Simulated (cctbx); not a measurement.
# SrCrFeSe2O: as given, inverted or twinned?

Space group P1 (no. 1), a = 4.0620 Å, b = 6.6130 Å, c = 10.1600 Å, α = 89.80°, β = 89.17°, γ = 89.84°.

| atom | mult. | x | y | z | Ueq (Å²) |
| --- | --- | --- | --- | --- | --- |
| Sr1 | 1 | 0.9991 | 0.0051 | 0.0005 | 0.0074 |
| Sr2 | 1 | 0.5184 | 0.9942 | 0.5058 | 0.0069 |
| Se1 | 1 | 0.9961 | 0.2522 | 0.3013 | 0.0054 |
| Se2 | 1 | 0.0111 | 0.2555 | 0.6975 | 0.0073 |
| Se3 | 1 | 0.4993 | 0.7452 | 0.7999 | 0.0062 |
| Se4 | 1 | 0.5075 | 0.7545 | 0.1958 | 0.0051 |
| Fe1 | 1 | 0.9945 | 0.6255 | 0.3314 | 0.0074 |
| Fe2 | 1 | 0.4925 | 0.3875 | 0.8407 | 0.0078 |
| Cr1 | 1 | 0.0081 | 0.6351 | 0.6603 | 0.0081 |
| Cr2 | 1 | 0.5268 | 0.3741 | 0.1634 | 0.0062 |
| O1 | 1 | 0.9865 | 0.7818 | 0.4996 | 0.0095 |
| O2 | 1 | 0.4829 | 0.2200 | 0.0042 | 0.0130 |

The model was made for the exercise: a known structure type with other elements put in, its volume estimated, not relaxed; displacement parameters are assumed.

Data sets are simulated with cctbx and refined with Bijvoet mates kept apart; Flack x is then fitted as the share of an inverted twin with the atoms fixed, Hooft y from the Bijvoet differences. The group has rotations alone, so the crystal has a hand.

Untwinned crystal. What Flack and Hooft values should come out?

| λ (Å) | extinction (unmodelled) | d min (Å) | top counts | error (%) | model | R1 | Flack x | s.u. | Hooft y | s.u. | pairs |
| --- | --- | --- | --- | --- | --- | --- | --- | --- | --- | --- | --- |
| 0.71073 | 0 | 0.77 | 40000 | 1.5 | as given | 0.0143 | -0.005 | 0.006 | -0.004 | 0.010 | 1018 |
| 0.71073 | 0 | 0.77 | 40000 | 1.5 | inverted | 0.0254 | 0.109 | 0.019 | 0.170 | 0.014 | 1018 |
| 1.54184 | 0 | 0.83 | 5000 | 4 | as given | 0.0394 | -0.01 | 0.02 | -0.015 | 0.027 | 821 |

With Mo Kα, x is within 3 s.u. of 0, so the hand is right. With Cu Kα, x is within 3 s.u. of 0, so the hand is right. The inverted model doesn't give 1 − x: the structure is pseudo-centrosymmetric, and the refinement slid into another minimum.
